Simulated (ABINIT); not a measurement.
**NaF (Villiaumite): one start, several treatments of the self-energy**

How much does the gap of NaF (Villiaumite) depend on the approximation to the self-energy?

Program: ABINIT 10.8.3. Level of theory: PBE and many-body steps on it, plane waves. Results are calculated unless marked as measured.

Most raw output is cut from this account.

The database entry behind the starting cell differs from later determinations by our own check (0.1 to 0.3 % short, probably kX units), so it need not match the best structure at ambient conditions.

## Step 1: Set-up

The structure is cubic, space group Fm-3m (No. 225). The conventional cell has a = 4.620 Å, b = 4.620 Å, c = 4.620 Å, α = 90.00°, β = 90.00°, γ = 90.00°. Nearest to Na lie 6 F at 2.31 Å. Nearest to F lie 6 Na at 2.31 Å. Farther neighbours and most contacts between anions are not listed.

The cell and positions come from the Crystallography Open Database and are kept as given unless a step says otherwise.

## Step 2: Empty states on the mesh, 6×6×6 mesh, 224 bands

This step: ABINIT 10.8.3; DFT, PBE, plane waves, norm-conserving pseudopotentials.

The sums over transitions need many empty states on a uniform mesh; this step solves for them.

Contents of run.abi:

```
acell 3*1.0 Angstrom
rprim 
  0.000000000000 2.310000000000 2.310000000000
  2.310000000000 0.000000000000 2.310000000000
  2.310000000000 2.310000000000 0.000000000000
ntypat 2
znucl 11 9
natom 2
typat 1 2
xred 
  0.000000000000 0.000000000000 0.000000000000
  0.500000000000 0.500000000000 0.500000000000
pp_dirpath "pseudos"
pseudos "Na.upf, F.upf"
ecut 38
ngkpt 6 6 6
nshiftk 1
shiftk 0 0 0
kptopt 1
chksymbreak 0
irdden 1
istwfk *1
nband 224
prtvol 0
optdriver 6
gwr_task "HDIAGO"
paral_kgb 0
occopt 1
indata_prefix "in"
outdata_prefix "out"
tmpdata_prefix "tmp"
```

Command:

```
OMP_NUM_THREADS=1 mpirun -n 4 abinit run.abi > log
```

The job ended after 27 s (4 MPI ranks of AMD EPYC 7R43, shared host; peak memory 1.1 GiB).

Numbers from this step:

| Item | Value |
| --- | --- |
| gap | 6.390 eV |
| k of the valence top | 0, 0, 0 |
| k of the conduction bottom | 0, 0, 0 |
| least direct gap | 6.390 eV |
| k points computed | 16 |
| lowest point of the top converged band, above the valence top | 232.0358 eV |

On this mesh the gap is 6.390 eV.

The density comes from a self-consistent run that is not shown.

## Step 3: Screening, 6×6×6 mesh, 216 bands, screening to 304.8 eV

The RPA dielectric matrix is built and inverted for each q.

This step: RPA screening on PBE, plane waves, norm-conserving pseudopotentials.

Changes to run.abi since step 2:

```diff
@@ -20,10 +20,11 @@
 chksymbreak 0
-irdden 1
 istwfk *1
-nband 224
-prtvol 0
-optdriver 6
-gwr_task "HDIAGO"
-paral_kgb 0
 occopt 1
+irdwfk 1
+optdriver 3
+nband 216
+ecuteps 11.2
+inclvkb 2
+awtr 1
+symchi 1
 indata_prefix "in"
```

Run time: 5.1 min. Hardware: 4 MPI ranks; peak memory 1.8 GiB.

This step gave:

```
ε∞ with local fields, on this mesh, along the program's q direction : 1.799
the same without local fields                                       : 1.901
plasma frequency                                                    : 29.91 eV
plane waves in the screening matrix                                 : 307
```

Local fields lower ε∞ by 5 %.

## Step 4: G0W0, Godby-Needs plasmon pole

The self-energy is evaluated for the states that the input lists, and the levels follow from it, in one-shot runs by the linearised quasiparticle equation.

This step: G0W0 on PBE, plane waves, norm-conserving pseudopotentials.

Changes to run.abi since step 3:

```diff
@@ -23,8 +23,15 @@
 irdwfk 1
-optdriver 3
+optdriver 4
 nband 216
+gwcalctyp 0
+ecutsigx 38
+symsigma 1
+nkptgw 1
+kptgw 
+  0.0000000000 0.0000000000 0.0000000000
+bdgw 
+  6 12
 ecuteps 11.2
-inclvkb 2
-awtr 1
-symchi 1
+irdscr 1
+ppmodel 1
 indata_prefix "in"
```

Run time: 44 s. Hardware: 4 MPI ranks; peak memory 1.9 GiB.

This step gave:

```yaml
g0w0_gap_on_the_points_computed: 10.66 eV
starting_gap_on_the_mesh: 6.390 eV
k_of_the_valence_top: 0, 0, 0
k_of_the_conduction_bottom: 0, 0, 0
z_at_the_valence_top: 0.822
z_at_the_conduction_bottom: 0.904
least_direct_g0w0_gap_on_the_computed_points: 10.66 eV
```

The gap on the mesh goes from 6.39 eV to 10.66 eV, a correction of +4.27 eV.

## Step 5: G0W0, Hybertsen-Louie plasmon pole

Changes to run.abi since step 4:

```diff
@@ -35,3 +35,3 @@
 irdscr 1
-ppmodel 1
+ppmodel 2
 indata_prefix "in"
```

The job ended after 42 s (4 MPI ranks; peak memory 1.7 GiB).

This step gave:

- G0W0 gap on the points computed: 11.74 eV
- starting gap on the mesh: 6.390 eV
- k of the valence top: 0, 0, 0
- k of the conduction bottom: 0, 0, 0
- Z at the valence top: 0.905
- Z at the conduction bottom: 0.935
- least direct G0W0 gap on the computed points: 11.74 eV

Against G0W0 in ABINIT (6×6×6 mesh, 216 bands, screening to 304.8 eV, Godby-Needs plasmon pole), the gap moves by +1.082 eV.

## Step 6: G0W0, von der Linden-Horsch plasmon pole

Changes to run.abi since step 5:

```diff
@@ -35,3 +35,3 @@
 irdscr 1
-ppmodel 2
+ppmodel 3
 indata_prefix "in"
```

It took 19 s on 4 MPI ranks; peak memory 1.7 GiB; 76 s of CPU time.

This step gave:

```
G0W0 gap on the points computed              : 11.21 eV
starting gap on the mesh                     : 6.390 eV
k of the valence top                         : 0, 0, 0
k of the conduction bottom                   : 0, 0, 0
least direct G0W0 gap on the computed points : 11.21 eV
```

Against G0W0 in ABINIT (6×6×6 mesh, 216 bands, screening to 304.8 eV, Godby-Needs plasmon pole), the gap moves by +0.551 eV.

## Step 7: G0W0, Engel-Farid plasmon pole

Changes to run.abi since step 6:

```diff
@@ -35,3 +35,3 @@
 irdscr 1
-ppmodel 3
+ppmodel 4
 indata_prefix "in"
```

Wall time 19 s (4 MPI ranks); peak memory 1.7 GiB; 75 s of CPU time.

Numbers from this step:

| Item | Value |
| --- | --- |
| G0W0 gap on the points computed | 10.90 eV |
| starting gap on the mesh | 6.390 eV |
| k of the valence top | 0, 0, 0 |
| k of the conduction bottom | 0, 0, 0 |
| least direct G0W0 gap on the computed points | 10.90 eV |

Against G0W0 in ABINIT (6×6×6 mesh, 216 bands, screening to 304.8 eV, Godby-Needs plasmon pole), the gap moves by +0.239 eV.

## Step 8: One-shot Hartree-Fock

This step: one-shot Hartree-Fock on PBE, plane waves, norm-conserving pseudopotentials.

Changes to run.abi since step 7:

```diff
@@ -24,4 +24,4 @@
 optdriver 4
-nband 216
-gwcalctyp 0
+nband 12
+gwcalctyp 5
 ecutsigx 38
@@ -33,5 +33,4 @@
   6 12
-ecuteps 11.2
-irdscr 1
-ppmodel 4
+ixc_sigma 40
+fftgw 31
 indata_prefix "in"
```

Wall time 3.9 s (4 MPI ranks); peak memory 0.25 GiB; 14 s of CPU time.

Numbers from this step:

| Quantity | Value |
| --- | --- |
| quasiparticle gap on the points computed | 18.26 eV |
| starting gap on the mesh | 6.390 eV |
| k of the valence top | 0, 0, 0 |
| k of the conduction bottom | 0, 0, 0 |
| least direct quasiparticle gap on the computed points | 18.26 eV |

Against G0W0 in ABINIT (6×6×6 mesh, 216 bands, screening to 304.8 eV, Godby-Needs plasmon pole), the gap moves by +7.598 eV.

## Step 9: Screening, 6×6×6 mesh, 216 bands, screening to 304.8 eV

This step: RPA screening on PBE, plane waves, norm-conserving pseudopotentials.

Changes to run.abi since step 8:

```diff
@@ -23,14 +23,14 @@
 irdwfk 1
-optdriver 4
-nband 12
-gwcalctyp 5
-ecutsigx 38
-symsigma 1
-nkptgw 1
-kptgw 
-  0.0000000000 0.0000000000 0.0000000000
-bdgw 
-  6 12
-ixc_sigma 40
-fftgw 31
+optdriver 3
+nband 216
+ecuteps 11.2
+inclvkb 2
+awtr 1
+symchi 1
+gwcalctyp 2
+nfreqre 16
+freqremax 40 eV
+nfreqim 8
+spmeth 1
+nomegasf 120
 indata_prefix "in"
```

Elapsed: 16 min, on 4 MPI ranks; peak memory 2.2 GiB.

This step gave:

```yaml
eps_infinity_with_local_fields_on_this_mesh_along_the_program_s_q_direction: 1.808
the_same_without_local_fields: 1.912
plasma_frequency: 29.91 eV
plane_waves_in_the_screening_matrix: 307
```

## Step 10: G0W0, contour deformation

This step: G0W0 on PBE, plane waves, norm-conserving pseudopotentials.

Changes to run.abi since step 9:

```diff
@@ -23,14 +23,14 @@
 irdwfk 1
-optdriver 3
+optdriver 4
 nband 216
+gwcalctyp 2
+ecutsigx 38
+symsigma 1
+nkptgw 1
+kptgw 
+  0.0000000000 0.0000000000 0.0000000000
+bdgw 
+  6 12
 ecuteps 11.2
-inclvkb 2
-awtr 1
-symchi 1
-gwcalctyp 2
-nfreqre 16
-freqremax 40 eV
-nfreqim 8
-spmeth 1
-nomegasf 120
+irdscr 1
 indata_prefix "in"
```

The job ended after 30 s (4 MPI ranks; peak memory 2.5 GiB).

Numbers from this step:

```
G0W0 gap on the points computed              : 10.55 eV
starting gap on the mesh                     : 6.390 eV
k of the valence top                         : 0, 0, 0
k of the conduction bottom                   : 0, 0, 0
least direct G0W0 gap on the computed points : 10.55 eV
```

Against G0W0 in ABINIT (6×6×6 mesh, 216 bands, screening to 304.8 eV, Godby-Needs plasmon pole), the gap moves by −0.107 eV.

## Step 11: Screening, 6×6×6 mesh, 216 bands, screening to 304.8 eV

This step: RPA screening on PBE, plane waves, norm-conserving pseudopotentials.

Changes to run.abi since step 10:

```diff
@@ -23,14 +23,11 @@
 irdwfk 1
-optdriver 4
+optdriver 3
 nband 216
-gwcalctyp 2
-ecutsigx 38
-symsigma 1
-nkptgw 1
-kptgw 
-  0.0000000000 0.0000000000 0.0000000000
-bdgw 
-  6 12
 ecuteps 11.2
-irdscr 1
+inclvkb 2
+awtr 1
+symchi 1
+gwcalctyp 1
+nfreqre 0
+nfreqim 16
 indata_prefix "in"
```

It took 31 min on 4 MPI ranks; peak memory 1.9 GiB.

This step gave:

```
ε∞ with local fields, on this mesh, along the program's q direction : 1.799
the same without local fields                                       : 1.901
plasma frequency                                                    : 29.91 eV
plane waves in the screening matrix                                 : 307
```

## Step 12: G0W0, analytic continuation

This step: G0W0 on PBE, plane waves, norm-conserving pseudopotentials.

Changes to run.abi since step 11:

```diff
@@ -23,11 +23,16 @@
 irdwfk 1
-optdriver 3
+optdriver 4
 nband 216
+gwcalctyp 1
+ecutsigx 38
+symsigma 1
+nkptgw 1
+kptgw 
+  0.0000000000 0.0000000000 0.0000000000
+bdgw 
+  6 12
 ecuteps 11.2
-inclvkb 2
-awtr 1
-symchi 1
-gwcalctyp 1
-nfreqre 0
-nfreqim 16
+irdscr 1
+nomegasi 12
+omegasimax 25 eV
 indata_prefix "in"
```

The job ended after 23 s (4 MPI ranks; peak memory 2.2 GiB).

Numbers from this step:

| Item | Value |
| --- | --- |
| G0W0 gap on the points computed | 10.53 eV |
| starting gap on the mesh | 6.390 eV |
| k of the valence top | 0, 0, 0 |
| k of the conduction bottom | 0, 0, 0 |
| least direct G0W0 gap on the computed points | 10.53 eV |

Against G0W0 in ABINIT (6×6×6 mesh, 216 bands, screening to 304.8 eV, Godby-Needs plasmon pole), the gap moves by −0.131 eV.

## Step 13: Side by side

Times are wall times on 4 MPI ranks of AMD EPYC 7R43, shared host, good to a factor of about two. A run's time includes the screening step that it read.

```
                                     run   mesh  bands  screening cutoff (eV)  DFT gap (eV)  gap on the mesh (eV)  direct (eV)  ε∞ used     time
          G0W0, Godby-Needs plasmon pole  6×6×6    216                  304.8         6.390                10.660       10.660     1.80  5.9 min
      G0W0, Hybertsen-Louie plasmon pole  6×6×6    216                  304.8         6.390                11.742       11.742     1.80  5.8 min
G0W0, von der Linden-Horsch plasmon pole  6×6×6    216                  304.8         6.390                11.211       11.211     1.80  5.5 min
          G0W0, Engel-Farid plasmon pole  6×6×6    216                  304.8         6.390                10.899       10.899     1.80  5.5 min
                   one-shot Hartree-Fock  6×6×6      -                      -         6.390                18.258       18.258        -    3.9 s
               G0W0, contour deformation  6×6×6    216                  304.8         6.390                10.553       10.553     1.81   16 min
             G0W0, analytic continuation  6×6×6    216                  304.8         6.390                10.529       10.529     1.80   32 min
```

## Step 14: Outcome

- G0W0, Godby-Needs plasmon pole: 10.660 eV
- G0W0, Hybertsen-Louie plasmon pole: 11.742 eV
- G0W0, von der Linden-Horsch plasmon pole: 11.211 eV
- G0W0, Engel-Farid plasmon pole: 10.899 eV
- one-shot Hartree-Fock: 18.258 eV
- G0W0, contour deformation: 10.553 eV
- G0W0, analytic continuation: 10.529 eV
- known limits: not at the basis limit

In words: G0W0, Hybertsen-Louie plasmon pole: +1.082 eV against G0W0, Godby-Needs plasmon pole. G0W0, von der Linden-Horsch plasmon pole: +0.551 eV against G0W0, Godby-Needs plasmon pole. G0W0, Engel-Farid plasmon pole: +0.239 eV against G0W0, Godby-Needs plasmon pole. One-shot Hartree-Fock: +7.598 eV against G0W0, Godby-Needs plasmon pole. G0W0, contour deformation: −0.107 eV against G0W0, Godby-Needs plasmon pole. G0W0, analytic continuation: −0.131 eV against G0W0, Godby-Needs plasmon pole. Bare exchange alone opens the gap to 18.26 eV; against G0W0, correlation takes back 7.60 eV. Bands and cutoff are finite, so the gap is not at the basis limit. The miss can reach some tenths of an eV and take either sign; the mesh is an error of its own. In the G0W0 runs levels were corrected at 1 k point alone, so a gap called «on the mesh» is the least over those, and an edge elsewhere would be missed.

[Paths, hosts, dates, memory and timing lines, banners, echoed tables and standing remarks are left out of the program output.]

[Logs are printed without paths, hosts, clocks, repeated set-up lines and the standing remarks that a program may print on its own settings, such as how far it seeks lower states.]

[Runs of the session that timed out or met a known fault of the program may be left out.]

[Hosts, paths, dates, database ids (printed as entryN), source tags and the programs' standing remarks are cut or masked in the printed files.]

[G0W0 gaps are taken among the corrected bands and points alone; a level outside them can change the order at an edge.]

[Where Ansatz stands beside ABINIT at settings called matched, ABINIT's density can come from a denser mesh and the files from another edition; pairs whose starting gaps differed by over 0.03 eV were left out, so agreement reads better than it is.]
